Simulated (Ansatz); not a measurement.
# linear P chain under tension and compression

Aim: how do moment and conductance of the linear P chain follow its length?

Method: DFT PBE, plane waves, PAW; relaxation of a chain's period, in the first sound run; inputs show where later runs differ, in Ansatz 0.2.0.

## 1. Set-up

The cell holds 1 atom: 1 P. Cell: a = 7.500 Å, b = 7.500 Å, c = 1.990 Å, α = 90.0°, β = 90.0°, γ = 90.0°. Vacuum lies along a and b. The structure's axis is c.

## 2. The relaxed wire

Band widths follow the bond lengths, so the chain is relaxed first. The atoms and the third cell vector are free; the box across stays fixed as vacuum. Moments are seeded so that a magnetic state can form if it lies lower. A Fermi-Dirac smearing is set since the result may be a metal. The pressure printed is a third of the stress's trace over the whole box, vacuum included; only the stress along the axis is relaxed.

Contents of input.yaml:

```yaml
crystal:
  lattice:
    - [7.5, 0.0, 0.0]
    - [0.0, 7.5, 0.0]
    - [0.0, 0.0, 1.9902]
  atoms:
    - { symbol: P, position: [0.5, 0.5, 0.0], spin: 0.3 }
magnetization:
  spin_polarized: true
kpoints:
  mp_grid: { grid: [1, 1, 41] }
scf:
  occupations: { method: fermi_dirac, width: 0.05 }
hamiltonian:
  xc: pbe
relax:
  cell: { fix: [a, b, alpha, beta, gamma] }
  max_steps: 60
```

Started as:

```
> ansatz run input.yaml --threads 4 --pin off --max-ram 8192MiB --backend cpu --events-out ev --progress --plain --runs-dir out
```

Numbers of over 12 decimals in the logs are rounded to 6 here.

Log:

```text
Engine: ansatz 0.2.0, aarch64-unknown-linux-gnu
Pseudopotentials: kind: paw
Pseudopotential: P, paw, valence charge 5, recommended cutoff 420 eV (normal), P.paw.azcp
Functional definition: PBE
  parameter kappa = 0.804
  parameter beta = 0.066725
  exchange = pbe_x(kappa = kappa, mu = beta*pi^2/3)
  correlation = pbe_c(beta = beta)
Crystal: 1 atoms, lattice volume = 111.949 Å³
Basis set: ecut = 420 eV, 2199 PW (Γ), exchange–correlation on 108×108×30 points (8 copies of the dense FFT grid, shifted against one another)
Bands: 7, of which v1, the nominal top of the filled ones, is band 3 counted from 1 (2 counted from 0)
Symmetry: 16 space group operations
Space group: P4/mmm (ITA 123), of the structure as read, at distance tolerance 4.8e-5 Å
Magnetic group: BNS 123.339 (UNI 999), of the structure as read, at distance tolerance 4.8e-5 Å
k-points: 21 of 41
Non-local potential: P, projectors of the file, l = 0: 2, l = 1: 2, l = 2: 2
PAW form: soft (Blöchl's): semilocal exchange-correlation on the pseudo side does not see the compensation charge
PAW one-centre angular grid: P, 110 points (default); XC on 64 Gauss nodes
Initial density: superposition of atomic densities (neutral atoms: chi_scale 0, normalization atom)
Starting moments: Σ|m| = 0.3 μB on 1 of 1 site
Initial wavefunctions: pseudopotential atomic-orbital guess
Functional: x = pbe(κ = 0.804, μ = 0.219515), c = pbe(β = 0.066725)
SCF iter   1: F=—  HF=-754.494846 eV  |F-HF|=—  |Δ(HF+E_count)|=         —  Δρ=8.16e-3 (↑5.52e-3 ↓8.16e-3)  dr2=2.60e-1  dr2_m=9.56e-3  M=0.063 μB ∫|m|=0.065 μB  β_m=0.30  ethr=3.10e-3  ⟨swp⟩=6.6  Hψ=3159  notcnv=0
preconditioner: auto → none  [insulator: Δε(μ)=0.221 eV  Ē_g=10.056 eV  σ=0.050 eV  W_gap=0.75  n_scr=8 (ndim 8)  ℏωp=6.9 eV  f_vac=0.594  D(μ)=0.56/eV (n_scr^D=4)  ε∞_Penn≈1.5]
SCF iter   2: F=—  HF=-754.418338 eV  |F-HF|=—  |Δ(HF+E_count)|=   7.65e-2  Δρ=4.97e-3 (↑3.41e-3 ↓4.97e-3)  dr2=7.86e-2  dr2_m=4.58e-3  M=0.066 μB ∫|m|=0.067 μB  β_m=0.30  ethr=3.10e-3  ⟨swp⟩=1.6  Hψ=679  notcnv=0  defer=1
SCF iter   3: F=—  HF=-754.391396 eV  |F-HF|=—  |Δ(HF+E_count)|=   2.69e-2  Δρ=2.12e-3 (↑2.12e-3 ↓1.51e-3)  dr2=3.75e-3  dr2_m=2.57e-3  M=0.065 μB ∫|m|=0.066 μB  β_m=0.30  ethr=1.57e-3  ⟨swp⟩=2.8  Hψ=596  notcnv=0  defer=4
SCF iter   4: F=—  HF=-754.393381 eV  |F-HF|=—  |Δ(HF+E_count)|=   1.99e-3  Δρ=1.67e-3 (↑9.22e-4 ↓1.67e-3)  dr2=3.86e-3  dr2_m=1.38e-3  M=0.059 μB ∫|m|=0.059 μB  β_m=0.30  ethr=7.50e-5  ⟨swp⟩=2.6  Hψ=621  notcnv=0  defer=11
SCF iter   5: F=—  HF=-754.392675 eV  |F-HF|=—  |Δ(HF+E_count)|=   7.06e-4  Δρ=9.22e-4 (↑9.22e-4 ↓9.10e-4)  dr2=1.41e-5  dr2_m=8.56e-4  M=0.053 μB ∫|m|=0.053 μB  β_m=0.30  ethr=7.50e-5  ⟨swp⟩=2.4  Hψ=530  notcnv=0  defer=11
SCF iter   6: F=—  HF=-754.393232 eV  |F-HF|=—  |Δ(HF+E_count)|=   5.57e-4  Δρ=7.37e-4 (↑7.19e-4 ↓7.37e-4)  dr2=2.71e-6  dr2_m=5.43e-4  M=0.047 μB ∫|m|=0.047 μB  β_m=0.30  ethr=2.82e-7  ⟨swp⟩=2.7  Hψ=437  notcnv=0  defer=10
SCF iter   7: F=—  HF=-754.393590 eV  |F-HF|=—  |Δ(HF+E_count)|=   3.58e-4  Δρ=5.93e-4 (↑5.93e-4 ↓5.91e-4)  dr2=3.51e-8  dr2_m=3.59e-4  M=0.042 μB ∫|m|=0.042 μB  β_m=0.30  ethr=5.42e-8  ⟨swp⟩=2.3  Hψ=409  notcnv=0  defer=10
Mixer restart at iter 7: flushing history
spin-set hold released at iteration 7 (site moments contracting): the magnetisation degrees of freedom join the quasi-Newton model from the next iteration; the mixer history was flushed
SCF iter   8: F=—  HF=-754.393829 eV  |F-HF|=—  |Δ(HF+E_count)|=   2.39e-4  Δρ=4.89e-4 (↑4.89e-4 ↓4.88e-4)  dr2=1.26e-8  dr2_m=2.45e-4  M=0.037 μB ∫|m|=0.037 μB  β_m=0.46  ethr=7.01e-10  ⟨swp⟩=3.8  Hψ=547  notcnv=0  defer=10
SCF iter   9: F=—  HF=-754.394325 eV  |F-HF|=—  |Δ(HF+E_count)|=   4.96e-4  Δρ=1.87e-4 (↑1.87e-4 ↓1.87e-4)  dr2=5.88e-10  dr2_m=3.59e-5  M=0.017 μB ∫|m|=0.017 μB  β_m=0.82  ethr=2.52e-10  ⟨swp⟩=4.5  Hψ=626  notcnv=0  defer=10
SCF iter  10: F=—  HF=-754.394429 eV  |F-HF|=—  |Δ(HF+E_count)|=   1.04e-4  Δρ=3.04e-5 (↑3.04e-5 ↓3.04e-5)  dr2=1.58e-11  dr2_m=9.49e-7  M=0.003 μB ∫|m|=0.003 μB  β_m=0.91  ethr=1.18e-11  ⟨swp⟩=5.5  Hψ=737  notcnv=0  defer=10
SCF iter  11: F=—  HF=-754.394432 eV  |F-HF|=—  |Δ(HF+E_count)|=   2.79e-6  Δρ=1.11e-5 (↑1.11e-5 ↓1.11e-5)  dr2=6.13e-11  dr2_m=1.26e-7  M=-0.001 μB ∫|m|=0.001 μB  β_m=0.95  ethr=1.00e-12  ⟨swp⟩=5.7  Hψ=906  notcnv=0
SCF iter  12: F=—  HF=-754.394432 eV  |F-HF|=—  |Δ(HF+E_count)|=   3.44e-7  Δρ=2.25e-6 (↑2.25e-6 ↓2.15e-6)  dr2=5.06e-11  dr2_m=4.96e-9  M=-0.000 μB ∫|m|=0.000 μB  β_m=0.96  ethr=1.00e-12  ⟨swp⟩=4.3  Hψ=763  notcnv=0
SCF iter  13: F=—  HF=-754.394432 eV  |F-HF|=—  |Δ(HF+E_count)|=   1.38e-8  Δρ=3.36e-7 (↑2.70e-7 ↓3.36e-7)  dr2=2.28e-11  dr2_m=9.27e-11  M=-0.000 μB ∫|m|=0.000 μB  β_m=0.80  ethr=1.00e-12  ⟨swp⟩=3.5  Hψ=676  notcnv=0
SCF iter  14: F=-754.394432 eV  HF=-754.394432 eV  |F-HF|=1.14e-12  |Δ(HF+E_count)|=  2.50e-10  Δρ=2.92e-8 (↑2.88e-8 ↓2.92e-8)  dr2=7.22e-15  dr2_m=8.59e-13  M=-0.000 μB ∫|m|=0.000 μB  ethr=1.00e-12  ⟨swp⟩=2.7  Hψ=579  notcnv=0
WARN: the starting moments were not kept: the SCF closed with an absolute magnetisation of 2.4e-6 μB, where they sum to 0.3 μB in size (1 site). That is at most 0.1 of that sum. Measured as dr2_m measures the in/out step, that magnetisation stands 1.3e-12 eV from none, at or under the dr2_threshold of 1.0e-7 eV: it is no larger than a step whose dr2_m would equal this threshold. The system may hold no moment; this SC [...]
SCF 1 converged in 14 iterations: F = -754.394432 eV  dr2 = 7.22e-15
  greatest PAW one-centre occupation: 0.819 electrons in one spin orbital (limit 2), on the P atom at site 0 (counted from 0), in its partial waves of l = 0
relax step   1: F+E_penalty+E_count = -754.39443205 eV  Δ(F+E_penalty+E_count) = +0.000e0 eV  max|allowed force component| = 0.000e0 eV/Å  Δτ_max = 0.0000 Å  P = +2.095 GPa  Ω = 111.949 Å³  fix = [a, b, alpha, beta, gamma]  reactions: a +0.084, b +0.084 GPa  (14 SCF iters, dr2 threshold 1.00e-7 eV, accepted)
Crystal: 1 atoms, lattice volume = 116.414 Å³
Basis set: ecut = 420 eV, 2279 PW (Γ), exchange–correlation on 108×108×30 points (8 copies of the dense FFT grid, shifted against one another)
Initial density: handed on by an earlier stage of this run
Starting moments: Σ|m| = 0.3 μB on 1 of 1 site; this step starts from the density that it was given
Initial wavefunctions: those handed on with the density
iter 1 solved again at ethr=2.12e-4 eV; its pass at ethr=3.10e-3 eV (dr2=1.06e-2 eV) is discarded
[...]
SCF iter   2: F=—  HF=-754.516774 eV  |F-HF|=—  |Δ(HF+E_count)|=   9.20e-4  Δρ=3.66e-4 (↑2.99e-4 ↓3.66e-4)  dr2=7.57e-4  dr2_m=2.54e-6  M=-0.001 μB ∫|m|=0.001 μB  β_m=0.47  ethr=5.10e-5  ⟨swp⟩=2.0  Hψ=366  notcnv=0
SCF iter   3: F=—  HF=-754.516450 eV  |F-HF|=—  |Δ(HF+E_count)|=   3.24e-4  Δρ=4.45e-5 (↑3.46e-5 ↓4.45e-5)  dr2=4.34e-6  dr2_m=3.61e-7  M=-0.000 μB ∫|m|=0.000 μB  β_m=0.62  ethr=1.51e-5  ⟨swp⟩=2.2  Hψ=394  notcnv=0
SCF iter   4: F=—  HF=-754.516450 eV  |F-HF|=—  |Δ(HF+E_count)|=   6.65e-8  Δρ=1.17e-5 (↑6.82e-6 ↓1.17e-5)  dr2=2.61e-7  dr2_m=3.48e-8  M=-0.000 μB ∫|m|=0.000 μB  β_m=0.69  ethr=8.68e-8  ⟨swp⟩=2.9  Hψ=446  notcnv=0
iter 5 did not close the SCF: its close was put off for a magnetic moment that had not settled (scf_convergence_deferred on its scf_iter line)
SCF iter   5: F=-754.516450 eV  HF=-754.516450 eV  |F-HF|=4.82e-9  |Δ(HF+E_count)|=   1.83e-8  Δρ=1.96e-6 (↑1.96e-6 ↓1.40e-6)  dr2=3.34e-9  dr2_m=2.37e-9  M=-0.000 μB ∫|m|=0.000 μB  β_m=0.82  ethr=2.00e-9  ⟨swp⟩=5.1  Hψ=822  notcnv=0
iter 6 did not close the SCF: its close was put off for a magnetic moment that had not settled (scf_convergence_deferred on its scf_iter line)
SCF iter   6: F=-754.516450 eV  HF=-754.516450 eV  |F-HF|=3.14e-11  |Δ(HF+E_count)|=   6.21e-9  Δρ=1.99e-7 (↑1.90e-7 ↓1.99e-7)  dr2=5.68e-11  dr2_m=3.22e-11  M=-0.000 μB ∫|m|=0.000 μB  β_m=0.91  ethr=6.68e-11  ⟨swp⟩=1.4  Hψ=859  notcnv=0
SCF iter   7: F=-754.516450 eV  HF=-754.516450 eV  |F-HF|=1.25e-12  |Δ(HF+E_count)|=  6.00e-11  Δρ=2.30e-8 (↑2.30e-8 ↓2.27e-8)  dr2=2.41e-13  dr2_m=5.28e-13  M=-0.000 μB ∫|m|=0.000 μB  ethr=1.14e-12  ⟨swp⟩=1.0  Hψ=813  notcnv=0
the starting moments were not kept: the SCF closed with an absolute magnetisation of 6.2e-7 μB, where they sum to 0.3 μB in size (1 site). That is at most 0.1 of that sum. Measured as dr2_m measures the in/out step, that magnetisation stands 6.3e-14 eV from none, at or under the dr2_threshold of 1.0e-7 eV: it is no larger than a step whose dr2_m would equal this threshold.
SCF 3 converged in 7 iterations: F = -754.516450 eV  dr2 = 2.41e-13
  greatest PAW one-centre occupation: 0.822 electrons in one spin orbital (limit 2), on the P atom at site 0 (counted from 0), in its partial waves of l = 0
relax step   3: F+E_penalty+E_count = -754.51645023 eV  Δ(F+E_penalty+E_count) = -9.159e-3 eV  max|allowed force component| = 0.000e0 eV/Å  Δτ_max = 0.0000 Å  P = +0.014 GPa  Ω = 118.246 Å³  energy of the carried Pulay correction = -1.537e-4 eV  fix = [a, b, alpha, beta, gamma]  reactions: a +0.086, b +0.086 GPa  (7 SCF iters, dr2 threshold 1.00e-7 eV, accepted)
[...]
relax step   4: F+E_penalty+E_count = -754.51650575 eV  Δ(F+E_penalty+E_count) = -5.552e-5 eV  max|allowed force component| = 0.000e0 eV/Å  Δτ_max = 0.0000 Å  P = +0.054 GPa  Ω = 118.123 Å³  energy of the carried Pulay correction = -1.508e-4 eV  fix = [a, b, alpha, beta, gamma]  reactions: a +0.086, b +0.086 GPa  (6 SCF iters, dr2 threshold 4.11e-8 eV, accepted)
Initial wavefunctions: pseudopotential atomic-orbital guess (no wavefunctions were taken with the density)
iter 1 solved again at ethr=8.69e-7 eV; its pass at ethr=3.10e-3 eV (dr2=4.35e-5 eV) is discarded
SCF iter   1: F=—  HF=-754.516920 eV  |F-HF|=—  |Δ(HF+E_count)|=         —  Δρ=2.15e-5 (↑2.15e-5 ↓2.15e-5)  dr2=2.06e-7  dr2_m=7.47e-14  M=0.000 μB ∫|m|=0.000 μB  β_m=0.30  ethr=8.69e-7  ⟨swp⟩=3.4  Hψ=4020  notcnv=0
preconditioner: auto → none  [insulator: Δε(μ)=0.436 eV  Ē_g=10.241 eV  σ=0.050 eV  W_gap=0.87  n_scr=8 (ndim 8)  ℏωp=7.1 eV  f_vac=0.627  D(μ)=0.44/eV (n_scr^D=0)  ε∞_Penn≈1.5]
SCF iter   2: F=—  HF=-754.516921 eV  |F-HF|=—  |Δ(HF+E_count)|=   1.23e-6  Δρ=1.51e-5 (↑1.51e-5 ↓1.51e-5)  dr2=1.02e-7  dr2_m=2.38e-14  M=0.000 μB ∫|m|=0.000 μB  β_m=0.65  ethr=4.12e-9  ⟨swp⟩=2.3  Hψ=410  notcnv=0
SCF iter   3: F=—  HF=-754.516922 eV  |F-HF|=—  |Δ(HF+E_count)|=   8.22e-7  Δρ=6.50e-7 (↑6.50e-7 ↓6.41e-7)  dr2=1.22e-9  dr2_m=4.53e-14  M=-0.000 μB ∫|m|=0.000 μB  β_m=0.56  ethr=2.03e-9  ⟨swp⟩=2.1  Hψ=400  notcnv=0
SCF iter   4: F=—  HF=-754.516922 eV  |F-HF|=—  |Δ(HF+E_count)|=   1.23e-9  Δρ=3.01e-7 (↑3.01e-7 ↓2.94e-7)  dr2=2.82e-10  dr2_m=1.64e-14  M=-0.000 μB ∫|m|=0.000 μB  β_m=0.78  ethr=2.44e-11  ⟨swp⟩=1.8  Hψ=328  notcnv=0
SCF iter   5: F=-754.516922 eV  HF=-754.516922 eV  |F-HF|=1.59e-12  |Δ(HF+E_count)|=   2.26e-7  Δρ=5.13e-8 (↑5.08e-8 ↓5.13e-8)  dr2=9.32e-12  dr2_m=1.86e-16  M=-0.000 μB ∫|m|=0.000 μB  ethr=1.00e-12  ⟨swp⟩=5.2  Hψ=1258  notcnv=0
the starting moments were not kept: the SCF closed with an absolute magnetisation of 9.3e-9 μB, where they sum to 0.3 μB in size (1 site). That is at most 0.1 of that sum. Measured as dr2_m measures the in/out step, that magnetisation stands 1.6e-17 eV from none, at or under the dr2_threshold of 1.0e-11 eV: it is no larger than a step whose dr2_m would equal this threshold.
SCF 5 converged in 5 iterations: F = -754.516922 eV  dr2 = 9.32e-12
relax step   5: F+E_penalty+E_count = -754.51692244 eV  Δ(F+E_penalty+E_count) = -4.167e-4 eV  max|allowed force component| = 0.000e0 eV/Å  Δτ_max = 0.0000 Å  P = +0.062 GPa  Ω = 118.123 Å³  fix = [a, b, alpha, beta, gamma]  reactions: a +0.089, b +0.089 GPa  stress off target by 8.12e-3 GPa on what of the cell is left free  SCF on the basis re-selected at this cell (its energy is not comparable with the rows above)  (5 SCF iters)
basis re-selected at this cell: Δ(F+E_penalty+E_count) = -4.167e-4 eV, ΔP = +0.007 GPa vs the last step (what re-selecting the basis moved, of the pressure what is left beyond the Pulay correction that the steps carried, after the strain that the cell walked since its last selection, with what the two solves' SCF thresholds leave and, on support functions, any second-order correction that the steps lacked; it is no measure of the basis error at this ecutwfc). This SCF's stress stands 8.12e-3 GPa from its target on what of the cell is left free (relax.cell.stress_tol is 5.00e-2 GPa) and its largest allowed force component is 0.00e0 eV/Å (relax.f_tol is 1.00e-2 eV/Å): [rest of the remark cut]
SCF converged after 5 iterations
Magnetization: -0.0000 μB (2.5000 up, 2.5000 down)
Absolute magnetization: 0.0000 μB (∫|ρ↑−ρ↓|, with the PAW one-centre terms)
Spin contamination: 0.0000 ħ² per cell (⟨S²⟩ above its minimum at these occupations)
Per-site moments (μB) at R_I (Å): [(-6.441728684438586e-10, 0.866234)]
Free energy (F): -754.516922 eV
Harris-Foulkes:  -754.516922 eV  (|F-HF|=1.59e-12)
Internal energy: -754.513098 eV  (E = F + TS)
E sigma→0 (E₀):  -754.515010 eV
Entropy (-TS):   -0.003825 eV (-3.825 meV/atom)
Fermi energy:    -3.545938 eV
--- Per-component energies (eV) ---
  E_band       = -43.694656
  E_kinetic    = 67.888793
  E_local      = -322.529691  (includes V_loc(G=0)·N_el)
  E_nonlocal   = 34.152648
  E_hartree    = 121.280363
  E_xc         = -59.645207
  E_vxc        = -58.217623  (∫ρ·V_xc dr)
  E_paw        = -569.349331  (= ΣΔE_a)
  E_vpaw       = -7.549510  (= ΣTr[D̂ρ^β])
  E_aug_tail   = 0.000003  (compensation charges beyond the density's cutoff)
  E_ewald      = -26.310678
  E_smearing   = -0.003825  (= −TS)
  E_closure    = 0.000000  (closes the sum)
  Σ components = -754.516922   (vs F -754.516922, Δ=0.00e0)
--- Forces (eV/Å), atoms counted from 1 ---
  atom   1  P      0.00000000     0.00000000     0.00000000
  max |Σ_I F_I| component: 0.00e0 eV/Å
--- Stress (GPa, compression-positive) ---
        0.088574       0.000000       0.000000
        0.000000       0.088574       0.000000
        0.000000       0.000000       0.008116
  P = ⅓ Tr σ = 0.0618 GPa (0.618 kbar)
--- Relaxed structure (4 steps of the walk, 4 accepted, 1 SCFs on fresh bases) ---
  F+E_penalty+E_count = -754.51692244 eV   max|allowed force component| = 0.000e0 eV/Å   (the final SCF, on the basis selected at the relaxed cell)
  cell:  # Å, volume = 118.1228 Å³
    - [7.5, 0.0, 0.0]
    - [0.0, 7.5, 0.0]
    - [0.0, 0.0, 2.099960]
  atoms:
    - { symbol: P, position: [0.5, 0.5, 0.0] }
```

The job ended after 7.3 s (4 threads of Arm Neoverse N1, shared host; peak memory 0.34 GiB; 26 s of CPU time).

Relaxation path:

```tsv
step	energy less that of the first step (eV)	largest force component (eV/Å)	pressure (GPa)	volume (Å³)
1	0.0000	0.0000	2.10	111.95
2	-0.1129	0.0000	0.65	116.41
3	-0.1220	0.0000	0.01	118.25
4	-0.1221	0.0000	0.05	118.12
5*	-0.1225	0.0000	0.06	118.12
```

Relaxation steps marked * repeat the geometry before them on a plane-wave basis chosen anew for their cell, so energy and pressure can jump there.

```tsv
cell as run	before	after	change
c (Å)	1.990	2.100	+5.5 %
```

Final coordinates:

```xyz
1
Lattice="7.5000 0.0000 0.0000 0.0000 7.5000 0.0000 0.0000 0.0000 2.1000" Properties=species:S:1:pos:R:3
P     3.7500    3.7500    0.0000
```

This step gave:

- energy at zero smearing: -754.5150 eV
- cell length along the wire: 2.100 Å

The cell's length comes to 2.100 Å with no moment.

## 3. At a set period, period over the relaxed period 0.88, k-mesh 1×1×44

This step: DFT PBE, plane waves, PAW; channels and complex bands of a perfect chain (Ansatz 0.2.0).

The period is set to 0.88 times the relaxed one: shorter bonds widen the bands.

The cell differs from the one that the last finished run ended in (c 2.100 → 1.848 Å).

input.yaml, the sections that differ from step 2:

```yaml
crystal:
  lattice:
    - [7.5, 0.0, 0.0]
    - [0.0, 7.5, 0.0]
    - [0.0, 0.0, 1.8479649966]
  atoms:
    - { symbol: P, position: [0.5, 0.5, 0.0], spin: 0.3 }
kpoints:
  mp_grid: { grid: [1, 1, 44] }
output:
  transmission:
    e_range: [-2, 2]
    de: 0.035
    kmesh: [1, 1]
    reduced_basis: true
    leads: [[0, 0]]
  stress: true
# magnetization, scf, hamiltonian: as in step 2
# relax: removed
```

Log:

```text
[...]
Crystal: 1 atoms, lattice volume = 103.948 Å³
Basis set: ecut = 420 eV, 2007 PW (Γ)
Bands: 7, of which v1, the nominal top of the filled ones, is band 3 counted from 1 (2 counted from 0)
Symmetry: 16 space group operations
[...]
k-points: 23 of 44
[...]
Starting moments: Σ|m| = 0.3 μB on 1 of 1 site
[...]
SCF iter   1: F=—  HF=-754.025963 eV  |F-HF|=—  |Δ(HF+E_count)|=         —  Δρ=1.16e-2 (↑8.12e-3 ↓1.16e-2)  dr2=5.46e-1  dr2_m=1.02e-2  M=0.073 μB ∫|m|=0.073 μB  β_m=0.30  ethr=3.10e-3  ⟨swp⟩=7.2  Hψ=3673  notcnv=0
[...]
SCF iter   2: F=—  HF=-753.851054 eV  |F-HF|=—  |Δ(HF+E_count)|=   1.75e-1  Δρ=7.11e-3 (↑4.75e-3 ↓7.11e-3)  dr2=1.52e-1  dr2_m=7.14e-3  M=0.045 μB ∫|m|=0.045 μB  β_m=0.30  ethr=3.10e-3  ⟨swp⟩=3.2  Hψ=956  notcnv=0  defer=7
[...]
spin=Collinear: LDOS preconditioning applied to the charge; magnetization (m = ρ↑ − ρ↓) channel mixes plain (no charge-response kernel on spin).
SCF iter   3: F=—  HF=-753.791766 eV  |F-HF|=—  |Δ(HF+E_count)|=   5.93e-2  Δρ=2.53e-3 (↑2.53e-3 ↓2.08e-3)  dr2=4.77e-3  dr2_m=3.71e-3  M=0.041 μB ∫|m|=0.041 μB  β_m=0.30  ethr=3.03e-3  ⟨swp⟩=3.0  Hψ=664  notcnv=0  defer=8
[...]
SCF iter  12: F=-753.795416 eV  HF=-753.795416 eV  |F-HF|=5.12e-12  |Δ(HF+E_count)|=   1.53e-9  Δρ=6.96e-8 (↑6.96e-8 ↓5.94e-8)  dr2=1.20e-12  dr2_m=3.66e-12  M=0.000 μB ∫|m|=0.000 μB  ethr=1.00e-12  ⟨swp⟩=3.0  Hψ=665  notcnv=0
SCF 1 converged in 12 iterations: F = -753.795416 eV  dr2 = 1.20e-12
[...]
transmission: 6 of 36 steps passed
transmission: 9 of 36 steps passed
[...]
transmission: 36 of 36 steps passed
SCF converged after 12 iterations
Magnetization: 0.0000 μB (2.5000 up, 2.5000 down)
Absolute magnetization: 0.0000 μB (∫|ρ↑−ρ↓|, with the PAW one-centre terms)
[...]
Per-site moments (μB) at R_I (Å): [(6.898717792361061e-7, 0.762286)]
Free energy (F): -753.795416 eV
[...]
Internal energy: -753.789977 eV  (E = F + TS)
E sigma→0 (E₀):  -753.792697 eV
Entropy (-TS):   -0.005439 eV (-5.439 meV/atom)
Fermi energy:    -2.832893 eV
[...]
--- Stress (GPa, compression-positive) ---
        0.076345       0.000000       0.000000
        0.000000       0.076345       0.000000
        0.000000       0.000000      19.355786
  P = ⅓ Tr σ = 6.5028 GPa (65.028 kbar)
--- Band table (eV; the first three rows and the last of 46) ---
[...]
--- Transmission ---
  basis      : 497 plane waves across, 3 finite elements along
  points     : 1, standing for a mesh of 1 x 1
  filling    : by the input's occupations and mesh, since the crystals that have channels conduct as metals do. If one of these is a semiconductor, that mesh has misplaced its level
  energies   : 115 from -2.000000 to 1.990000 eV about the Fermi level, 0.035000 eV apart; the leads are filled to 0.000000 eV, and channels, transmission and decay are at -0.005000 eV
  crystal 0  : P1, at the sites [0, 0], period 1.8480 Å: whole cells are its period
    offset         : up to 0.0000 Å between an atom of the period and one for which it stands
    filled         : 108.8 meV under the level at which it is neutral
    channels       : 3.000000e0 up, 3.000000e0 down
    conductance    : 4.1323e14 S/m² at 300 K; may be off by some 0.0 % by where its bands' edges are placed, 0.0 % from the distance to neutral
```

It took 32 s on 4 threads; peak memory 0.38 GiB; 95 s of CPU time.

This step gave:

```
energy at zero smearing                                   : -753.7927 eV
channels at the energy nearest the Fermi level, spin up   : 3
channels at the energy nearest the Fermi level, spin down : 3
conductance of the lead as this run defines it            : 3.000 G₀
band gap                                                  : 0 eV
```

The open channels of the lead by energy, zero at the Fermi level:

```tsv
energy (eV)	spin up	spin down
-2.000	2	2
-1.790	3	3
-1.615	3	3
-1.405	3	3
-1.195	3	3
-0.985	3	3
-0.810	3	3
-0.600	3	3
-0.390	3	3
-0.215	3	3
-0.005	3	3
0.205	3	3
0.415	3	3
0.590	3	3
0.800	3	3
1.010	3	3
1.185	3	3
1.395	3	3
1.605	3	3
1.815	3	3
```

At the computed energy nearest the Fermi level there are 3 spin-up and 3 spin-down channels, and the thermal average gives 3.00 G₀.

[end of part 1 of 2]

[Logs are printed without paths, hosts, clocks, repeated set-up lines and the standing remarks that a program may print on its own settings, such as how far it seeks lower states.]

[Hosts, paths, dates, database ids (printed as entryN), source tags and the programs' standing remarks are cut or masked in the printed files.]
